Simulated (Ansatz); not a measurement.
# SrZn3, from a guessed structure to a relaxed one

This structure for SrZn3 is made up. Its elements were placed in a known structure type with a cell scaled to their sizes. What cell does the guess relax to, and how far off was it?

Program: Ansatz 0.2.0. Level of theory: DFT, PBE, plane-wave PAW, files of the set soft_1, scalar-relativistic, no spin, cell and ions relaxed at zero pressure; PAW set soft_1, in the first sound run; inputs show where later runs differ. Results are calculated unless marked as measured.

**1. Starting point**

Symmetry: P6_3/mmc, No. 194, hexagonal system. Conventional cell: a = 6.325 Å, b = 6.325 Å, c = 4.830 Å, α = 90.00°, β = 90.00°, γ = 120.00°. Nearest to Sr lie 12 Zn at 3.10 to 3.16 Å. Nearest to Zn lie 6 Zn at 2.96 Å and 4 Sr at 3.10 to 3.16 Å. Farther neighbours are not listed.

**2. Relaxing cell and atoms**

The guess takes its coordinates from another compound and its volume from a rule, so the cell and any free coordinates are relaxed together.

Contents of input.yaml:

```yaml
crystal:
  lattice:
    - [6.325, 0.0, 0.0]
    - [-3.1625, 5.477610679, 0.0]
    - [0.0, 0.0, 4.83]
  atoms:
    - { symbol: Sr, position: [0.666666667, 0.333333333, 0.75] }
    - { symbol: Sr, position: [0.333333333, 0.666666667, 0.25] }
    - { symbol: Zn, position: [0.68769999, 0.843849995, 0.75] }
    - { symbol: Zn, position: [0.156150005, 0.31230001, 0.75] }
    - { symbol: Zn, position: [0.156150005, 0.843849995, 0.75] }
    - { symbol: Zn, position: [0.31230001, 0.156150005, 0.25] }
    - { symbol: Zn, position: [0.843849995, 0.68769999, 0.25] }
    - { symbol: Zn, position: [0.843849995, 0.156150005, 0.25] }
kpoints:
  mp_grid: { grid: [5, 5, 6] }
scf:
  occupations: { method: fermi_dirac, width: 0.05 }
hamiltonian:
  xc: pbe
  pseudopotentials: { kind: paw, azcp: { folder: soft_1 } }
relax:
  f_tol: 0.015
  max_steps: 70
  cell: {}
output:
  forces: true
  stress: true
```

On the command line:

```bash
> ansatz run input.yaml --threads 4 --pin off --max-ram 10240MiB --backend cpu --events-out ev --progress --plain --runs-dir out
```

Numbers of over 12 decimals in the logs are rounded to 6 here.

Log:

```text
Engine: ansatz 0.2.0, aarch64-unknown-linux-gnu
Pseudopotentials: kind: paw
Pseudopotential: Sr, paw, valence charge 10, recommended cutoff 420 eV (normal), soft_1/Sr.paw.azcp
Pseudopotential: Zn, paw, valence charge 12, recommended cutoff 420 eV (normal), soft_1/Zn.paw.azcp
Functional definition: PBE
  parameter kappa = 0.804
  parameter beta = 0.066725
  exchange = pbe_x(kappa = kappa, mu = beta*pi^2/3)
  correlation = pbe_c(beta = beta)
Crystal: 8 atoms, lattice volume = 167.340 Å³
Basis set: ecut = 420 eV, 3257 PW (Γ), exchange–correlation on 90×90×72 points (8 copies of the dense FFT grid, shifted against one another)
Bands: 56, of which v1, the nominal top of the filled ones, is band 46 counted from 1 (45 counted from 0)
Symmetry: 24 space group operations
Space group: P63/mmc (ITA 194), of the structure as read, at distance tolerance 5.5e-5 Å
k-points: 20 of 150
Non-local potential: Sr, projectors of the file, l = 0: 3, l = 1: 2, l = 2: 2
Non-local potential: Zn, projectors of the file, l = 0: 2, l = 1: 2, l = 2: 3, l = 3: 1
PAW form: soft (Blöchl's): semilocal exchange-correlation on the pseudo side does not see the compensation charge
PAW one-centre angular grid: Sr, 110 points (default); XC on 64 Gauss nodes
PAW one-centre angular grid: Zn, 590 points (default); XC on 64 Gauss nodes
Initial density: superposition of atomic densities (chi_scale 0.1, normalization cell, long waves kept (reshape's long-wave potential 0.01 eV rms))
Initial wavefunctions: pseudopotential atomic-orbital guess
Functional: x = pbe(κ = 0.804, μ = 0.219515), c = pbe(β = 0.066725)
SCF iter   1: F=—  HF=-27007.873970 eV  |F-HF|=—  |Δ(HF+E_count)|=         —  Δρ=8.60e-2  dr2=1.76e1  ethr=3.10e-3  ⟨swp⟩=9.7  Hψ=5950  notcnv=0  defer=5
preconditioner: auto → Kerker (q_TF=auto, 2.469 Å⁻¹)  [metal: Δε(μ)=0.040 eV  Ē_g=8.818 eV  σ=0.050 eV  W_gap=0.19  n_scr=44 (ndim 8)  ℏωp=26.9 eV  f_vac=0.000  D(μ)=4.75/eV (n_scr^D=26)]
SCF iter   2: F=—  HF=-27004.698806 eV  |F-HF|=—  |Δ(HF+E_count)|=    3.18e0  Δρ=3.32e-2  dr2=3.70e0  ethr=3.10e-3  ⟨swp⟩=3.5  Hψ=2365  notcnv=0  defer=40
SCF iter   3: F=—  HF=-27003.778769 eV  |F-HF|=—  |Δ(HF+E_count)|=   9.20e-1  Δρ=1.87e-2  dr2=2.24e0  ethr=3.10e-3  ⟨swp⟩=3.0  Hψ=2329  notcnv=0  defer=39
SCF iter   4: F=—  HF=-27003.227011 eV  |F-HF|=—  |Δ(HF+E_count)|=   5.52e-1  Δρ=9.92e-3  dr2=1.49e-1  ethr=2.43e-3  ⟨swp⟩=4.7  Hψ=2210  notcnv=0  defer=39
SCF iter   5: F=—  HF=-27003.212164 eV  |F-HF|=—  |Δ(HF+E_count)|=   1.48e-2  Δρ=2.30e-3  dr2=8.07e-3  ethr=1.62e-4  ⟨swp⟩=4.3  Hψ=2518  notcnv=0  defer=39
SCF iter   6: F=—  HF=-27003.211881 eV  |F-HF|=—  |Δ(HF+E_count)|=   2.83e-4  Δρ=1.46e-3  dr2=2.39e-3  ethr=8.77e-6  ⟨swp⟩=2.0  Hψ=1849  notcnv=0  defer=39
SCF iter   7: F=—  HF=-27003.211577 eV  |F-HF|=—  |Δ(HF+E_count)|=   3.04e-4  Δρ=3.55e-4  dr2=1.82e-4  ethr=2.60e-6  ⟨swp⟩=3.0  Hψ=1887  notcnv=0  defer=39
SCF iter   8: F=—  HF=-27003.211529 eV  |F-HF|=—  |Δ(HF+E_count)|=   4.74e-5  Δρ=6.14e-5  dr2=6.12e-6  ethr=1.98e-7  ⟨swp⟩=2.0  Hψ=1845  notcnv=0  defer=39
SCF iter   9: F=—  HF=-27003.211484 eV  |F-HF|=—  |Δ(HF+E_count)|=   4.50e-5  Δρ=7.84e-6  dr2=1.22e-7  ethr=6.65e-9  ⟨swp⟩=2.0  Hψ=1940  notcnv=0  defer=39
SCF iter  10: F=-27003.211484 eV  HF=-27003.211484 eV  |F-HF|=1.60e-9  |Δ(HF+E_count)|=   1.35e-8  Δρ=2.04e-6  dr2=9.39e-9  ethr=1.09e-10  ⟨swp⟩=5.0  Hψ=4271  notcnv=0
SCF 1 converged in 10 iterations: F = -27003.211484 eV  dr2 = 9.39e-9
  greatest PAW one-centre occupation: 0.987 electrons in one spin orbital (limit 2), on the Sr atom at site 1 (counted from 0), in its partial waves of l = 0
relax step   1: F+E_penalty+E_count = -27003.21148421 eV  Δ(F+E_penalty+E_count) = +0.000e0 eV  max|allowed force component| = 5.453e-1 eV/Å  Δτ_max = 0.0000 Å  P = +3.557 GPa  Ω = 167.340 Å³  (10 SCF iters, dr2 threshold 1.00e-7 eV, accepted)
Crystal: 8 atoms, lattice volume = 185.751 Å³
Basis set: ecut = 420 eV, 3605 PW (Γ), exchange–correlation on 90×90×72 points (8 copies of the dense FFT grid, shifted against one another)
Initial density: handed on by an earlier stage of this run
Initial wavefunctions: those handed on with the density
iter 1 solved again at ethr=3.20e-4 eV; its pass at ethr=3.10e-3 eV (dr2=2.94e-1 eV) is discarded
SCF iter   1: F=—  HF=-27003.863492 eV  |F-HF|=—  |Δ(HF+E_count)|=         —  Δρ=9.36e-3  dr2=2.86e-1  ethr=3.20e-4  ⟨swp⟩=2.1  Hψ=6922  notcnv=0
preconditioner: auto → Kerker (q_TF=auto, 2.427 Å⁻¹)  [metal: Δε(μ)=0.075 eV  Ē_g=10.418 eV  σ=0.050 eV  W_gap=0.32  n_scr=44 (ndim 8)  ℏωp=25.6 eV  f_vac=0.000  D(μ)=3.84/eV (n_scr^D=26)]
SCF iter   2: F=—  HF=-27003.811539 eV  |F-HF|=—  |Δ(HF+E_count)|=   5.20e-2  Δρ=4.97e-3  dr2=1.09e-1  ethr=3.11e-4  ⟨swp⟩=3.1  Hψ=2216  notcnv=0
SCF iter   3: F=—  HF=-27003.788813 eV  |F-HF|=—  |Δ(HF+E_count)|=   2.27e-2  Δρ=3.24e-3  dr2=5.62e-2  ethr=1.18e-4  ⟨swp⟩=3.7  Hψ=2277  notcnv=0  defer=28
SCF iter   4: F=—  HF=-27003.772778 eV  |F-HF|=—  |Δ(HF+E_count)|=   1.60e-2  Δρ=1.60e-3  dr2=4.43e-3  ethr=6.11e-5  ⟨swp⟩=3.1  Hψ=2119  notcnv=0  defer=28
SCF iter   5: F=—  HF=-27003.772143 eV  |F-HF|=—  |Δ(HF+E_count)|=   6.34e-4  Δρ=3.01e-4  dr2=1.34e-4  ethr=4.81e-6  ⟨swp⟩=2.0  Hψ=1870  notcnv=0  defer=30
SCF iter   6: F=—  HF=-27003.772128 eV  |F-HF|=—  |Δ(HF+E_count)|=   1.49e-5  Δρ=1.32e-4  dr2=1.84e-5  ethr=1.45e-7  ⟨swp⟩=2.0  Hψ=2020  notcnv=0  defer=34
SCF iter   7: F=-27003.772132 eV  HF=-27003.772132 eV  |F-HF|=2.35e-7  |Δ(HF+E_count)|=   3.36e-6  Δρ=1.63e-5  dr2=4.83e-7  ethr=8.70e-10  ⟨swp⟩=4.0  Hψ=5749  notcnv=0
SCF 2 converged in 7 iterations: F = -27003.772132 eV  dr2 = 4.83e-7
relax step   2: F+E_penalty+E_count = -27003.77213176 eV  Δ(F+E_penalty+E_count) = -5.606e-1 eV  max|allowed force component| = 2.950e-1 eV/Å  Δτ_max = 0.1417 Å  P = -0.708 GPa  Ω = 185.751 Å³  energy of the carried Pulay correction = -6.742e-3 eV  (7 SCF iters, dr2 threshold 8.00e-7 eV, accepted)
Crystal: 8 atoms, lattice volume = 183.167 Å³
Basis set: ecut = 420 eV, 3579 PW (Γ), exchange–correlation on 90×90×72 points (8 copies of the dense FFT grid, shifted against one another)
iter 1 solved again at ethr=1.43e-4 eV; its pass at ethr=3.10e-3 eV (dr2=1.32e-1 eV) is discarded
SCF iter   1: F=—  HF=-27003.889508 eV  |F-HF|=—  |Δ(HF+E_count)|=         —  Δρ=9.70e-3  dr2=1.34e-1  ethr=1.43e-4  ⟨swp⟩=2.8  Hψ=7426  notcnv=0
preconditioner: auto → Kerker (q_TF=auto, 2.432 Å⁻¹)  [metal: Δε(μ)=0.065 eV  Ē_g=10.370 eV  σ=0.050 eV  W_gap=0.31  n_scr=44 (ndim 8)  ℏωp=25.7 eV  f_vac=0.000  D(μ)=4.77/eV (n_scr^D=32)]
[...]
[... from here on, the SCF cycles and remarks between the steps are left out ...]
relax step   4: F+E_penalty+E_count = -27003.98431238 eV  Δ(F+E_penalty+E_count) = -1.255e-1 eV  max|allowed force component| = 7.580e-2 eV/Å  Δτ_max = 0.0814 Å  P = -0.180 GPa  Ω = 185.593 Å³  energy of the carried Pulay correction = -6.689e-3 eV  (7 SCF iters, dr2 threshold 8.00e-7 eV, accepted)
relax step   5: F+E_penalty+E_count = -27004.02826344 eV  Δ(F+E_penalty+E_count) = -4.395e-2 eV  max|allowed force component| = 1.754e-2 eV/Å  Δτ_max = 0.0205 Å  P = -0.191 GPa  Ω = 185.729 Å³  energy of the carried Pulay correction = -6.735e-3 eV  (6 SCF iters, dr2 threshold 8.00e-7 eV, accepted)
relax step   6: F+E_penalty+E_count = -27004.06856747 eV  Δ(F+E_penalty+E_count) = -4.030e-2 eV  max|allowed force component| = 4.869e-2 eV/Å  Δτ_max = 0.0125 Å  P = -0.018 GPa  Ω = 185.235 Å³  energy of the carried Pulay correction = -6.569e-3 eV  (6 SCF iters, dr2 threshold 8.00e-7 eV, accepted)
relax step   7: F+E_penalty+E_count = -27004.05600552 eV  Δ(F+E_penalty+E_count) = +1.256e-2 eV  max|allowed force component| = 2.331e-2 eV/Å  Δτ_max = 0.0468 Å  P = +0.618 GPa  Ω = 185.497 Å³  energy of the carried Pulay correction = -6.657e-3 eV  (7 SCF iters, dr2 threshold 8.00e-7 eV, rejected (line search))
relax step   8: F+E_penalty+E_count = -27004.08820076 eV  Δ(F+E_penalty+E_count) = -1.963e-2 eV  max|allowed force component| = 1.692e-2 eV/Å  Δτ_max = 0.0221 Å  P = -0.039 GPa  Ω = 186.441 Å³  energy of the carried Pulay correction = -6.973e-3 eV  (10 SCF iters, accepted)
relax step   9: F+E_penalty+E_count = -27004.08945941 eV  Δ(F+E_penalty+E_count) = -1.259e-3 eV  max|allowed force component| = 7.292e-4 eV/Å  Δτ_max = 0.0076 Å  P = -0.015 GPa  Ω = 186.755 Å³  energy of the carried Pulay correction = -7.078e-3 eV  (6 SCF iters, dr2 threshold 1.09e-7 eV, accepted)
relax step  10: F+E_penalty+E_count = -27004.10408410 eV  Δ(F+E_penalty+E_count) = -1.462e-2 eV  max|allowed force component| = 9.065e-4 eV/Å  Δτ_max = 0.0000 Å  P = +0.143 GPa  Ω = 186.755 Å³  stress off target by 2.37e-1 GPa  SCF on the basis re-selected at this cell (its energy is not comparable with the rows above)  (8 SCF iters)
relax step  11: F+E_penalty+E_count = -27004.10515469 eV  Δ(F+E_penalty+E_count) = -1.071e-3 eV  max|allowed force component| = 1.462e-2 eV/Å  Δτ_max = 0.0054 Å  P = -0.121 GPa  Ω = 188.443 Å³  energy of the carried Pulay correction = -6.097e-4 eV  (7 SCF iters, dr2 threshold 1.41e-7 eV, accepted)
relax step  12: F+E_penalty+E_count = -27004.10532588 eV  Δ(F+E_penalty+E_count) = -1.712e-4 eV  max|allowed force component| = 2.102e-2 eV/Å  Δτ_max = 0.0067 Å  P = +0.059 GPa  Ω = 188.059 Å³  energy of the carried Pulay correction = -4.616e-4 eV  (6 SCF iters, dr2 threshold 5.76e-8 eV, accepted)
relax step  13: F+E_penalty+E_count = -27004.10562514 eV  Δ(F+E_penalty+E_count) = -2.993e-4 eV  max|allowed force component| = 2.026e-4 eV/Å  Δτ_max = 0.0042 Å  P = +0.006 GPa  Ω = 188.023 Å³  energy of the carried Pulay correction = -4.521e-4 eV  (6 SCF iters, dr2 threshold 2.76e-8 eV, accepted)
iter 1 solved again at ethr=4.80e-7 eV; its pass at ethr=3.10e-3 eV (dr2=4.41e-4 eV) is discarded
SCF iter   1: F=—  HF=-27004.105270 eV  |F-HF|=—  |Δ(HF+E_count)|=         —  Δρ=1.93e-4  dr2=1.97e-6  ethr=4.80e-7  ⟨swp⟩=3.7  Hψ=9372  notcnv=0
preconditioner: auto → Kerker (q_TF=auto, 2.422 Å⁻¹)  [metal: Δε(μ)=0.016 eV  Ē_g=10.403 eV  σ=0.050 eV  W_gap=0.08  n_scr=44 (ndim 8)  ℏωp=25.4 eV  f_vac=0.000  D(μ)=4.62/eV (n_scr^D=32)]
SCF iter   2: F=—  HF=-27004.105908 eV  |F-HF|=—  |Δ(HF+E_count)|=   6.39e-4  Δρ=1.01e-4  dr2=1.11e-6  ethr=2.14e-9  ⟨swp⟩=2.2  Hψ=2007  notcnv=0
SCF iter   3: F=—  HF=-27004.106091 eV  |F-HF|=—  |Δ(HF+E_count)|=   1.83e-4  Δρ=2.19e-5  dr2=2.86e-7  ethr=1.20e-9  ⟨swp⟩=2.0  Hψ=1885  notcnv=0
SCF iter   4: F=—  HF=-27004.106093 eV  |F-HF|=—  |Δ(HF+E_count)|=   2.10e-6  Δρ=2.20e-6  dr2=1.89e-9  ethr=3.10e-10  ⟨swp⟩=2.0  Hψ=1810  notcnv=0
SCF iter   5: F=—  HF=-27004.106093 eV  |F-HF|=—  |Δ(HF+E_count)|=   5.07e-8  Δρ=1.35e-6  dr2=1.22e-9  ethr=2.05e-12  ⟨swp⟩=2.0  Hψ=2064  notcnv=0
SCF iter   6: F=—  HF=-27004.106093 eV  |F-HF|=—  |Δ(HF+E_count)|=   7.87e-9  Δρ=5.36e-7  dr2=3.18e-10  ethr=1.33e-12  ⟨swp⟩=2.9  Hψ=1916  notcnv=0
SCF iter   7: F=-27004.106093 eV  HF=-27004.106093 eV  |F-HF|=2.91e-11  |Δ(HF+E_count)|=   2.94e-9  Δρ=7.68e-8  dr2=4.78e-11  ethr=1.00e-12  ⟨swp⟩=4.0  Hψ=4330  notcnv=0
SCF 14 converged in 7 iterations: F = -27004.106093 eV  dr2 = 4.78e-11
relax step  14: F+E_penalty+E_count = -27004.10609329 eV  Δ(F+E_penalty+E_count) = -4.682e-4 eV  max|allowed force component| = 1.712e-4 eV/Å  Δτ_max = 0.0000 Å  P = +0.006 GPa  Ω = 188.023 Å³  stress off target by 5.92e-3 GPa  SCF on the basis re-selected at this cell (its energy is not comparable with the rows above)  (7 SCF iters)
basis re-selected at this cell: Δ(F+E_penalty+E_count) = -4.682e-4 eV, ΔP = -0.001 GPa vs the last step (what re-selecting the basis moved, of the pressure what is left beyond the Pulay correction that the steps carried, after the strain that the cell walked since its last selection, with what the two solves' SCF thresholds leave and, on support functions, any second-order correction that the steps lacked; it is no m [...]
SCF converged after 7 iterations
Free energy (F): -27004.106093 eV
Harris-Foulkes:  -27004.106093 eV  (|F-HF|=2.91e-11)
Internal energy: -27004.069242 eV  (E = F + TS)
E sigma→0 (E₀):  -27004.087667 eV
Entropy (-TS):   -0.036852 eV (-4.606 meV/atom)
Fermi energy:    7.952855 eV
--- Per-component energies (eV) ---
  E_band       = -105.068228
  E_kinetic    = 1346.065388
  E_local      = -14946.307405  (includes V_loc(G=0)·N_el)
  E_nonlocal   = 5363.019611
  E_hartree    = 5663.789838
  E_xc         = -819.796311
  E_vxc        = -615.241547  (∫ρ·V_xc dr)
  E_paw        = -16751.815715  (= ΣΔE_a)
  E_vpaw       = -2580.182946  (= ΣTr[D̂ρ^β])
  E_aug_tail   = -0.001595  (compensation charges beyond the density's cutoff)
  E_ewald      = -6859.023052
  E_smearing   = -0.036852  (= −TS)
  E_closure    = 0.000000  (closes the sum)
  Σ components = -27004.106093   (vs F -27004.106093, Δ=0.00e0)
--- Forces (eV/Å), atoms counted from 1 ---
  atom   1  Sr     0.00000000    -0.00000000     0.00000000
  atom   2  Sr    -0.00000000     0.00000000    -0.00000000
  atom   3  Zn    -0.00014830    -0.00008562    -0.00000000
  atom   4  Zn     0.00000000     0.00017124     0.00000000
  atom   5  Zn     0.00014830    -0.00008562    -0.00000000
  atom   6  Zn     0.00014830     0.00008562     0.00000000
  atom   7  Zn     0.00000000    -0.00017124    -0.00000000
  atom   8  Zn    -0.00014830     0.00008562     0.00000000
  max |Σ_I F_I| component: 4.63e-18 eV/Å
--- Stress (GPa, compression-positive) ---
        0.005923       0.000000      -0.000000
        0.000000       0.005923       0.000000
       -0.000000       0.000000       0.005732
  P = ⅓ Tr σ = 0.0059 GPa (0.059 kbar)
--- Relaxed structure (12 steps of the walk, 11 accepted, 2 SCFs on fresh bases) ---
  F+E_penalty+E_count = -27004.10609329 eV   max|allowed force component| = 1.712e-4 eV/Å   (the final SCF, on the basis selected at the relaxed cell)
  cell:  # Å, volume = 188.0229 Å³
    - [7.108590, 0, 0]
    - [-3.554295, 6.156219, 0]
    - [0, 0, 4.296484]
  atoms:
    - { symbol: Sr, position: [0.666667, 0.333333, 0.75] }
    - { symbol: Sr, position: [0.333333, 0.666667, 0.250000] }
    - { symbol: Zn, position: [0.743481, 0.871740, 0.75] }
    - { symbol: Zn, position: [0.128260, 0.256519, 0.75] }
    - { symbol: Zn, position: [0.128260, 0.871740, 0.75] }
    - { symbol: Zn, position: [0.256519, 0.128260, 0.250000] }
    - { symbol: Zn, position: [0.871740, 0.743481, 0.250000] }
    - { symbol: Zn, position: [0.871740, 0.128260, 0.250000] }
```

The job ended after 45 s (4 threads of Arm Neoverse V2, shared host; peak memory 0.77 GiB).

The steps of the relaxation:

```tsv
step	energy less that of the first step (eV)	largest force component (eV/Å)	pressure (GPa)	volume (Å³)
1	0.0000	0.5453	3.56	167.34
2	-0.5606	0.2950	-0.71	185.75
3	-0.6473	0.5428	1.62	183.17
4	-0.7728	0.0758	-0.18	185.59
5	-0.8168	0.0175	-0.19	185.73
6	-0.8571	0.0487	-0.02	185.23
7	-0.8445	0.0233	0.62	185.50
8	-0.8767	0.0169	-0.04	186.44
9	-0.8780	0.0007	-0.01	186.75
10*	-0.8926	0.0009	0.14	186.75
11	-0.8937	0.0146	-0.12	188.44
12	-0.8938	0.0210	0.06	188.06
13	-0.8941	0.0002	0.01	188.02
14*	-0.8946	0.0002	0.01	188.02
```

Relaxation steps marked * repeat the geometry before them on a plane-wave basis chosen anew for their cell, so energy and pressure can jump there. Relaxation step 7 was tried and not accepted.

The run keeps the 24 symmetry operations that it works with, so distortions that break them were not tested.

```tsv
cell as run	before	after	change
a (Å)	6.325	7.109	+12.4 %
b (Å)	6.325	7.109	+12.4 %
c (Å)	4.830	4.296	-11.0 %
volume (Å³/atom)	20.92	23.50	+12.4 %
```

The atoms that moved most (Å, as changes of fractional coordinates times the final cell):

```tsv
atom	dx	dy	dz	length
Zn5	-0.297	0.172	0.000	0.343
Zn7	0.000	0.343	0.000	0.343
Zn4	0.000	-0.343	0.000	0.343
Zn6	-0.297	-0.172	0.000	0.343
Zn8	0.297	-0.172	0.000	0.343
Zn3	0.297	0.172	0.000	0.343
```

Numbers from this step:

| Item | Value |
| --- | --- |
| free energy | -27004.1061 eV |
| energy at zero smearing | -27004.0877 eV |
| smearing term TS | 0.03685 eV |
| Fermi energy | 7.953 eV |
| electrons | 92 |
| symmetry operations | 24 |
| pressure | 0.005859 GPa |

The shortest distance of each pair, which need not be the same contact before and after:

```tsv
pair	guess (Å)	relaxed (Å)
Zn–Zn	2.959	2.666
Sr–Zn	3.098	3.315
Sr–Sr	4.378	4.296
```

The relaxation ends with a largest force component of 1.7e-4 eV/Å and a pressure of 0.01 GPa.

(Continued in part 2 of 2.)

[Logs are printed without paths, hosts, clocks, repeated set-up lines and the standing remarks that a program may print on its own settings, such as how far it seeks lower states.]

[Hosts, paths, dates, database ids (printed as entryN), source tags and the programs' standing remarks are cut or masked in the printed files.]
